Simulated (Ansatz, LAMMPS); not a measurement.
## Finding the fault: aqueous Li+ and SO4 2-, 1.0 mol of salt per kg of water at 300 K (172 atoms)

Program: Ansatz 0.2.0. The cell: 59 O, 1 S, 110 H and 2 Li.

Contents of input.yaml:

```yaml
crystal:
  lattice:
    - [11.87697, 0.0, 0.0]
    - [0.0, 11.87697, 0.0]
    - [0.0, 0.0, 11.87697]
  atoms:
    - { symbol: O, position: [0.02132, 0.98237, 0.44917] }
    - { symbol: S, position: [0.10245, 0.07018, 0.42868] }
    - { symbol: O, position: [0.18863, 0.07559, 0.51321] }
    - { symbol: O, position: [0.03904, 0.17718, 0.42752] }
    - { symbol: O, position: [0.15798, 0.05425, 0.32104] }
    - { symbol: O, position: [0.86194, 0.36009, 0.91833] }
    - { symbol: H, position: [0.94409, 0.37499, 0.92918] }
    - { symbol: H, position: [0.82948, 0.32873, 0.9894] }
    - { symbol: O, position: [0.63544, 0.92937, 0.68192] }
    - { symbol: H, position: [0.68479, 0.92045, 0.74955] }
    - { symbol: H, position: [0.57317, 0.98323, 0.69952] }
    - { symbol: O, position: [0.75172, 0.20834, 0.6188] }
    - { symbol: H, position: [0.77949, 0.13545, 0.65049] }
    - { symbol: H, position: [0.68682, 0.1936, 0.56722] }
    - { symbol: O, position: [0.41754, 0.64692, 0.48649] }
    - { symbol: H, position: [0.47772, 0.60995, 0.44067] }
    - { symbol: H, position: [0.44752, 0.66461, 0.56316] }
    - { symbol: O, position: [0.49267, 0.13262, 0.72656] }
    [... 148 atom lines left out ...]
    - { symbol: H, position: [0.90955, 0.68743, 0.21881] }
    - { symbol: O, position: [0.23731, 0.59861, 0.34002] }
    - { symbol: H, position: [0.20316, 0.52636, 0.36653] }
    - { symbol: H, position: [0.26557, 0.58907, 0.26128] }
    - { symbol: Li, position: [0.26443, 0.7237, 0.44209] }
    - { symbol: Li, position: [0.15589, 0.06387, 0.16894] }
kpoints:
  mp_grid: { grid: [1, 1, 1] }
hamiltonian:
  xc: pbe
  dispersion: d3bj
scf:
  max_iter: 100
output:
  forces: true
```

On the command line:

```console
ansatz run input.yaml --threads 4 --pin off --max-ram 8192MiB --backend cpu --events-out ev --progress --plain --runs-dir out
```

Output:

```text
Error: YAML parse error: `scf.occupations.method` is required: fixed only where the cell keeps a band gap throughout the run, explicit beside scf.occupations.values (under evaluate: without them), else a smearing such as fermi_dirac (scf.occupations.width is optional; its entry in the input reference gives the default)
```

It took 0.03 s on 4 threads of Arm Neoverse V2, shared host; peak memory 0.022 GiB.

What is at fault here, and what would mend it?

No occupation method: scf.occupations.method removed.

The fix is to set scf.occupations.method back to "fixed".

The program refused it before any cycle.

[Logs are printed without paths, hosts, clocks, repeated set-up lines and the standing remarks that a program may print on its own settings, such as how far it seeks lower states.]

[Hosts, paths, dates, database ids (printed as entryN), source tags and the programs' standing remarks are cut or masked in the printed files.]
